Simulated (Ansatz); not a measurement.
**How BAs (F-43m) expands on warming**

Aim: the lattice, expansion, heat capacity and bulk modulus of BAs as it warms.

Measurements to reproduce:
- volume expansion coefficient 11.55 1e-6/K near room temperature (given in “Basic Physical Properties of Cubic Boron Arsenide (three times its linear coefficient)”, 2019, arxiv:1911.11281)
- volume expansion coefficient 10.8 1e-6/K near room temperature (given in “Thermal expansion coefficients of high thermal conducting BAs and BP materials (three times its linear coefficient)”, 2019, arxiv:1906.04101)

Calculated with Ansatz 0.2.0; DFT LDA, scalar-relativistic, plane waves, PAW.

### Step 1. The starting structure

Symmetry: F-43m, No. 216, cubic system. Conventional cell: a = 4.777 Å, b = 4.777 Å, c = 4.777 Å, α = 90.00°, β = 90.00°, γ = 90.00°. Nearest to B lie 4 As at 2.07 Å. Nearest to As lie 4 B at 2.07 Å. Farther neighbours are not listed.

Coordinates:

```cif
data_structure
_symmetry_space_group_name_H-M 'P 1'
_symmetry_Int_Tables_number 1
_cell_length_a 3.3778
_cell_length_b 3.3778
_cell_length_c 3.3778
_cell_angle_alpha 60.000
_cell_angle_beta 60.000
_cell_angle_gamma 60.000
_cell_volume 27.25
loop_
_atom_site_label
_atom_site_type_symbol
_atom_site_fract_x
_atom_site_fract_y
_atom_site_fract_z
_atom_site_occupancy
B1 B 0.00000 0.00000 0.00000 1
As2 As 0.25000 0.25000 0.25000 1
```

### Step 2. Probe on a coarse mesh

Before spending time, one coarse run tells the gap and the pressure of the starting cell.

The input, input.yaml:

```yaml
crystal:
  lattice:
    - [0.0, 2.3885, 2.3885]
    - [2.3885, 0.0, 2.3885]
    - [2.3885, 2.3885, 0.0]
  atoms:
    - { symbol: B, position: [0.0, 0.0, 0.0] }
    - { symbol: As, position: [0.25, 0.25, 0.25] }
kpoints:
  mp_grid: { grid: [6, 6, 6] }
hamiltonian:
  xc: lda
scf:
  occupations: { method: gaussian, width: 0.1 }
output:
  forces: true
  stress: true
  eigenvalues: true
```

Launch:

```
ansatz run input.yaml --threads 4 --pin off --max-ram 8192MiB --backend cpu --events-out ev --progress --plain --runs-dir out
```

Numbers of over 12 decimals in the logs are rounded to 6 here.

The log of the run:

```text
Engine: ansatz 0.2.0, aarch64-unknown-linux-gnu
Pseudopotentials: kind: paw
Pseudopotential: B, paw, valence charge 3, recommended cutoff 420 eV (normal), B.paw.azcp
Pseudopotential: As, paw, valence charge 15, recommended cutoff 420 eV (normal), As.paw.azcp
Functional definition: SPW92
  exchange = slater_x
  correlation = pw_c
Crystal: 2 atoms, lattice volume = 27.252 Å³
Basis set: ecut = 420 eV, 531 PW (Γ)
Bands: 13, of which v1, the nominal top of the filled ones, is band 9 counted from 1 (8 counted from 0)
Symmetry: 24 space group operations
Space group: F-43m (ITA 216), of the structure as read, at distance tolerance 3.0e-5 Å
k-points: 16 of 216 (time reversal used)
Non-local potential: B, projectors of the file, l = 0: 2, l = 1: 2, l = 2: 1
Non-local potential: As, projectors of the file, l = 0: 2, l = 1: 2, l = 2: 3, l = 3: 1
PAW form: soft (Blöchl's): semilocal exchange-correlation on the pseudo side does not see the compensation charge
PAW frozen core: B, regenerated for the run's functional, and the local potential with it (the file was generated under x = pbe(κ = 0.804, μ = 0.219515), c = pbe(β = 0.066725))
PAW frozen core: As, regenerated for the run's functional, and the local potential with it (the file was generated under x = pbe(κ = 0.804, μ = 0.219515), c = pbe(β = 0.066725))
PAW one-centre angular grid: B, 110 points (default); XC on 64 Gauss nodes
PAW one-centre angular grid: As, 590 points (default); XC on 64 Gauss nodes
Initial density: superposition of atomic densities (neutral atoms: chi_scale 0, normalization atom), corrected by the library's trained network
Initial wavefunctions: pseudopotential atomic-orbital guess
Functional: x = slater, c = lda
SCF iter   1: F=—  HF=-4923.505033 eV  |F-HF|=—  |Δ(HF+E_count)|=         —  Δρ=7.05e-3  dr2=1.36e-2  ethr=1.77e-3  ⟨swp⟩=5.1  Hψ=1165  notcnv=0
preconditioner: auto → none  [insulator: Δε(μ)=1.226 eV  Ē_g=12.353 eV  σ=0.100 eV  W_gap=1.00  n_scr=8 (ndim 8)  ℏωp=20.1 eV  f_vac=0.001  D(μ)=0.00/eV (n_scr^D=0)  ε∞_Penn≈3.7]
SCF iter   2: F=—  HF=-4923.500694 eV  |F-HF|=—  |Δ(HF+E_count)|=   4.34e-3  Δρ=2.14e-3  dr2=7.56e-4  ethr=7.58e-5  ⟨swp⟩=1.7  Hψ=353  notcnv=0
SCF iter   3: F=—  HF=-4923.500347 eV  |F-HF|=—  |Δ(HF+E_count)|=   3.47e-4  Δρ=1.03e-3  dr2=1.24e-4  ethr=4.20e-6  ⟨swp⟩=2.0  Hψ=350  notcnv=0
SCF iter   4: F=—  HF=-4923.500321 eV  |F-HF|=—  |Δ(HF+E_count)|=   2.65e-5  Δρ=3.61e-4  dr2=1.38e-5  ethr=6.88e-7  ⟨swp⟩=1.0  Hψ=208  notcnv=0
SCF iter   5: F=—  HF=-4923.500317 eV  |F-HF|=—  |Δ(HF+E_count)|=   3.78e-6  Δρ=5.95e-5  dr2=3.95e-7  ethr=7.65e-8  ⟨swp⟩=2.0  Hψ=342  notcnv=0
SCF iter   6: F=-4923.500317 eV  HF=-4923.500317 eV  |F-HF|=3.44e-10  |Δ(HF+E_count)|=   1.14e-8  Δρ=5.00e-6  dr2=2.33e-9  ethr=5.56e-10  ⟨swp⟩=4.8  Hψ=818  notcnv=0
SCF 1 converged in 6 iterations: F = -4923.500317 eV  dr2 = 2.33e-9
  greatest PAW one-centre occupation: 0.999 electrons in one spin orbital (limit 2), on the As atom at site 1 (counted from 0), in its partial waves of l = 2
SCF converged after 6 iterations
Free energy (F): -4923.500317 eV
Harris-Foulkes:  -4923.500317 eV  (|F-HF|=3.44e-10)
Internal energy: -4923.500317 eV  (E = F + TS)
E sigma→0 (E₀):  -4923.500317 eV
Fermi energy:    11.457807 eV
--- Per-component energies (eV) ---
  E_band       = -216.122049
  E_kinetic    = 152.713922
  E_local      = -1703.193200  (includes V_loc(G=0)·N_el)
  E_nonlocal   = -652.022227
  E_hartree    = 941.560423
  E_xc         = -111.066757
  E_vxc        = -117.903470  (∫ρ·V_xc dr)
  E_paw        = -1827.838554  (= ΣΔE_a)
  E_vpaw       = 221.161843  (= ΣTr[D̂ρ^β])
  E_aug_tail   = 0.000008  (compensation charges beyond the density's cutoff)
  E_ewald      = -1725.774997
  E_core_change = 2.121064  (= ΣΔE_core)
  E_smearing   = -0.000000  (= −TS)
  E_closure    = -0.000000  (closes the sum)
  Σ components = -4923.500317   (vs F -4923.500317, Δ=0.00e0)
--- Forces (eV/Å), atoms counted from 1 ---
  atom   1  B      0.00000000    -0.00000000     0.00000000
  atom   2  As     0.00000000    -0.00000000     0.00000000
  max |Σ_I F_I| component: 5.20e-16 eV/Å
--- Stress (GPa, compression-positive) ---
       -3.895576      -0.000000      -0.000000
       -0.000000      -3.895576       0.000000
       -0.000000       0.000000      -3.895576
  P = ⅓ Tr σ = -3.8956 GPa (-38.956 kbar)
--- Band table (eV; the first three rows and the last of 16) ---
  k-point 0: bands = [... 5 lower, -4.5470, 10.8467, 10.8467, 10.8467, 14.0971, 14.0971, 14.0971, 15.4934]
  k-point 1: bands = [... 5 lower, -4.0959, 7.8988, 10.1668, 10.1668, 14.1066, 14.9811, 14.9811, 17.4417]
  k-point 2: bands = [... 5 lower, -2.8369, 4.1309, 9.3357, 9.3357, 13.6827, 15.6504, 15.6504, 19.4008]
  k-point 15: bands = [... 5 lower, -0.3135, 2.7696, 5.6916, 5.8847, 14.6011, 14.7455, 19.4649, 19.6312]
```

It took 0.29 s on 4 threads of Arm Neoverse V2, shared host; peak memory 0.3 GiB.

In the SCF lines HF is the Harris–Foulkes energy and dr2 the Hartree energy of the density residual, in eV; the loop may stop once dr2 is under the threshold and the program's other checks hold. Hψ counts applications of the Hamiltonian.

A gap read on the k-mesh alone can miss the band edges.

This step gave:

```
pressure          : -3.896 GPa
gap on the k-mesh : 1.228 eV
volume per atom   : 13.63 Å³
```

The start is under -3.9 GPa at this level and looks like an insulator or semiconductor on this mesh.

### Step 3. Relaxation

Phonons are second derivatives about a minimum, so cell and atoms are relaxed first, inside the symmetry of the start.

input.yaml, the sections that differ from step 2:

```yaml
kpoints:
  mp_grid: { grid: [10, 10, 10] }
scf:
  occupations: { method: gaussian, width: 0.02 }
relax:
  adjacent_minimum: "off"
  f_tol: 0.005
  max_steps: 80
  cell: { stress_tol: 0.05 }
# crystal, hamiltonian, output: as in step 2
```

The log of the run:

```text
[...]
Crystal: 2 atoms, lattice volume = 27.252 Å³
Basis set: ecut = 420 eV, 531 PW (Γ)
Bands: 13, of which v1, the nominal top of the filled ones, is band 9 counted from 1 (8 counted from 0)
Symmetry: 24 space group operations
[...]
k-points: 47 of 1000 (time reversal used)
[...]
SCF iter   1: F=—  HF=-4923.523861 eV  |F-HF|=—  |Δ(HF+E_count)|=         —  Δρ=7.15e-3  dr2=1.40e-2  ethr=1.77e-3  ⟨swp⟩=6.0  Hψ=3359  notcnv=0
[...]
SCF iter   6: F=-4923.519197 eV  HF=-4923.519197 eV  |F-HF|=8.55e-11  |Δ(HF+E_count)|=   1.44e-8  Δρ=4.74e-6  dr2=2.15e-9  ethr=5.56e-10  ⟨swp⟩=4.1  Hψ=1931  notcnv=0
SCF 1 converged in 6 iterations: F = -4923.519197 eV  dr2 = 2.15e-9
[...]
relax step   1: F+E_penalty+E_count = -4923.51919678 eV  Δ(F+E_penalty+E_count) = +0.000e0 eV  max|allowed force component| = 3.146e-16 eV/Å  Δτ_max = 0.0000 Å  P = -3.928 GPa  Ω = 27.252 Å³  (6 SCF iters, dr2 threshold 1.00e-7 eV, accepted)
Crystal: 2 atoms, lattice volume = 26.695 Å³
[...]
iter 1 solved again at ethr=2.29e-5 eV; its pass at ethr=3.10e-3 eV (dr2=4.11e-3 eV) is discarded
[...]
SCF iter   5: F=-4923.528406 eV  HF=-4923.528406 eV  |F-HF|=4.90e-9  |Δ(HF+E_count)|=   7.72e-7  Δρ=2.19e-5  dr2=1.01e-7  ethr=1.11e-9  ⟨swp⟩=2.6  Hψ=2309  notcnv=0
SCF 2 converged in 5 iterations: F = -4923.528406 eV  dr2 = 1.01e-7
relax step   2: F+E_penalty+E_count = -4923.52840562 eV  Δ(F+E_penalty+E_count) = -9.209e-3 eV  max|allowed force component| = 7.018e-17 eV/Å  Δτ_max = 0.0000 Å  P = -1.089 GPa  Ω = 26.695 Å³  energy of the carried Pulay correction = +3.951e-4 eV  (5 SCF iters, dr2 threshold 2.00e-7 eV, accepted)
Crystal: 2 atoms, lattice volume = 26.487 Å³
[...]
SCF iter   5: F=-4923.529234 eV  HF=-4923.529234 eV  |F-HF|=2.64e-9  |Δ(HF+E_count)|=   1.42e-7  Δρ=9.74e-6  dr2=2.15e-8  ethr=1.11e-9  ⟨swp⟩=4.0  Hψ=1892  notcnv=0
SCF 3 converged in 5 iterations: F = -4923.529234 eV  dr2 = 2.15e-8
relax step   3: F+E_penalty+E_count = -4923.52923357 eV  Δ(F+E_penalty+E_count) = -8.280e-4 eV  max|allowed force component| = 7.922e-17 eV/Å  Δτ_max = 0.0000 Å  P = +0.049 GPa  Ω = 26.487 Å³  energy of the carried Pulay correction = +5.446e-4 eV  (5 SCF iters, dr2 threshold 2.00e-7 eV, accepted)
[...]
SCF iter   5: F=-4923.528728 eV  HF=-4923.528728 eV  |F-HF|=1.82e-12  |Δ(HF+E_count)|=  8.00e-11  Δρ=2.53e-7  dr2=4.18e-12  ethr=1.00e-12  ⟨swp⟩=4.0  Hψ=2509  notcnv=0
SCF 4 converged in 5 iterations: F = -4923.528728 eV  dr2 = 4.18e-12
relax step   4: F+E_penalty+E_count = -4923.52872816 eV  Δ(F+E_penalty+E_count) = +5.054e-4 eV  max|allowed force component| = 5.117e-17 eV/Å  Δτ_max = 0.0000 Å  P = +0.030 GPa  Ω = 26.487 Å³  stress off target by 2.97e-2 GPa  SCF on the basis re-selected at this cell (its energy is not comparable with the rows above)  (5 SCF iters)
basis re-selected at this cell: Δ(F+E_penalty+E_count) = +5.054e-4 eV, ΔP = -0.020 GPa vs the last step (what re-selecting the basis moved, of the pressure what is left beyond the Pulay correction that the steps carried, after the strain that the cell walked since its last selection, with what the two solves' SCF thresholds leave and, on support functions, any second-order correction that the steps lacked; it is no m [...]
SCF converged after 5 iterations
Free energy (F): -4923.528728 eV
[...]
Internal energy: -4923.528728 eV  (E = F + TS)
E sigma→0 (E₀):  -4923.528728 eV
Fermi energy:    11.851181 eV
[...]
--- Stress (GPa, compression-positive) ---
        0.029665      -0.000000       0.000000
       -0.000000       0.029665       0.000000
        0.000000       0.000000       0.029665
  P = ⅓ Tr σ = 0.0297 GPa (0.297 kbar)
--- Band table (eV; the first three rows and the last of 47) ---
  k-point 0: bands = [... 5 lower, -4.3532, 11.2991, 11.2991, 11.2991, 14.5892, 14.5892, 14.5892, 16.3118]
  k-point 1: bands = [... 5 lower, -4.1853, 9.8920, 10.9883, 10.9883, 14.7773, 14.9973, 14.9973, 17.1273]
  k-point 2: bands = [... 5 lower, -3.6897, 7.4886, 10.3994, 10.3994, 14.6122, 15.7279, 15.7279, 18.6500]
  k-point 46: bands = [... 5 lower, 0.0664, 3.1796, 5.7673, 6.0248, 15.8131, 16.1591, 19.2774, 19.2799]
--- Relaxed structure (3 steps of the walk, 3 accepted, 1 SCFs on fresh bases) ---
  F+E_penalty+E_count = -4923.52872816 eV   max|allowed force component| = 5.117e-17 eV/Å   (the final SCF, on the basis selected at the relaxed cell)
  cell:  # Å, volume = 26.4871 Å³
    - [0, 2.365927, 2.365927]
    - [2.365927, 0, 2.365927]
    - [2.365927, 2.365927, 0]
  atoms:
    - { symbol: B, position: [0, 0, 0] }
    - { symbol: As, position: [0.25, 0.25, 0.25] }
```

It took 2 s on 4 threads; peak memory 0.34 GiB; 6.8 s of CPU time.

Relaxation path:

| step | energy less that of the first step (eV) | largest force component (eV/Å) | pressure (GPa) | volume (Å³) |
| --- | --- | --- | --- | --- |
| 1 | 0.0000 | 0.0000 | -3.93 | 27.25 |
| 2 | -0.0092 | 0.0000 | -1.09 | 26.69 |
| 3 | -0.0100 | 0.0000 | 0.05 | 26.49 |
| 4* | -0.0095 | 0.0000 | 0.03 | 26.49 |

Relaxation steps marked * repeat the geometry before them on a plane-wave basis chosen anew for their cell, so energy and pressure can jump there.

Forces are held to the 24 operations that the run works with; a distortion that breaks them can't arise in this run.

```csv
"conventional cell, symmetrised",before,after,change
a (Å),4.777,4.732,-0.9 %
b (Å),4.777,4.732,-0.9 %
c (Å),4.777,4.732,-0.9 %
volume (Å³/atom),13.63,13.24,-2.8 %
```

The relaxed structure:

```cif
data_structure
_symmetry_space_group_name_H-M 'P 1'
_symmetry_Int_Tables_number 1
_cell_length_a 3.3459
_cell_length_b 3.3459
_cell_length_c 3.3459
_cell_angle_alpha 60.000
_cell_angle_beta 60.000
_cell_angle_gamma 60.000
_cell_volume 26.49
loop_
_atom_site_label
_atom_site_type_symbol
_atom_site_fract_x
_atom_site_fract_y
_atom_site_fract_z
_atom_site_occupancy
B1 B 0.00000 0.00000 0.00000 1
As2 As 0.25000 0.25000 0.25000 1
```

This step gave:

| Item | Value |
| --- | --- |
| pressure | 0.02967 GPa |
| gap on the k-mesh | 1.104 eV |
| volume per atom | 13.24 Å³ |

The relaxation ends with a pressure of 0.03 GPa.

### Step 4. Relaxing to small residual forces and stress

The thresholds are tightened for a last relaxation ahead of the phonons, and where mesh or smearing change with them the cell follows.

The input, input.yaml:

```yaml
crystal:
  lattice:
    - [0.0, 2.3659270555, 2.3659270555]
    - [2.3659270555, 0.0, 2.3659270555]
    - [2.3659270555, 2.3659270555, 0.0]
  atoms:
    - { symbol: B, position: [0.0, 0.0, 0.0] }
    - { symbol: As, position: [0.25, 0.25, 0.25] }
kpoints:
  mp_grid: { grid: [12, 12, 12] }
hamiltonian:
  xc: lda
scf:
  occupations: { method: fixed }
output:
  forces: true
  stress: true
  eigenvalues: true
relax:
  adjacent_minimum: "off"
  f_tol: 0.001
  max_steps: 60
  cell: { stress_tol: 0.01 }
```

The log of the run:

```text
[...]
Crystal: 2 atoms, lattice volume = 26.487 Å³
Basis set: ecut = 420 eV, 531 PW (Γ)
Bands: 13, of which v1, the nominal top of the filled ones, is band 9 counted from 1 (8 counted from 0)
Symmetry: 24 space group operations
[...]
k-points: 72 of 1728 (time reversal used)
[...]
k-point 71: bands = [... 5 lower, 0.0820, 3.2444, 5.6263, 5.9298, 16.5058, 17.3090, 18.0691, 18.5256]
--- Relaxed structure (2 steps of the walk, 2 accepted, 1 SCFs on fresh bases) ---
[...]
cell:  # Å, volume = 26.4909 Å³
    - [0, 2.366042, 2.366042]
    - [2.366042, 0, 2.366042]
    - [2.366042, 2.366042, 0]
  atoms:
    - { symbol: B, position: [0, 0, 0] }
    - { symbol: As, position: [0.25, 0.25, 0.25] }
[key lines of the parts left out:]
SCF converged after 5 iterations
Free energy (F): -4923.529046 eV
Fermi energy:    11.296519 eV
P = ⅓ Tr σ = 0.0088 GPa (0.088 kbar)
```

Run time: 1.9 s. Hardware: 4 threads; peak memory 0.36 GiB.

Little changed from the start: no atom moved by 0.005 Å and no cell edge by 0.1 %.

Numbers from this step:

```
pressure          : 0.008838 GPa
gap on the k-mesh : 1.110 eV
volume per atom   : 13.25 Å³
```

The residual pressure is 0.0088 GPa, small enough for phonons.

(Continued in part 2 of 4.)

[Logs are printed without paths, hosts, clocks, repeated set-up lines and the standing remarks that a program may print on its own settings, such as how far it seeks lower states.]

[Hosts, paths, dates, database ids (printed as entryN), source tags and the programs' standing remarks are cut or masked in the printed files.]

[A step with changed settings may run another functional than the one named; its input shows which.]
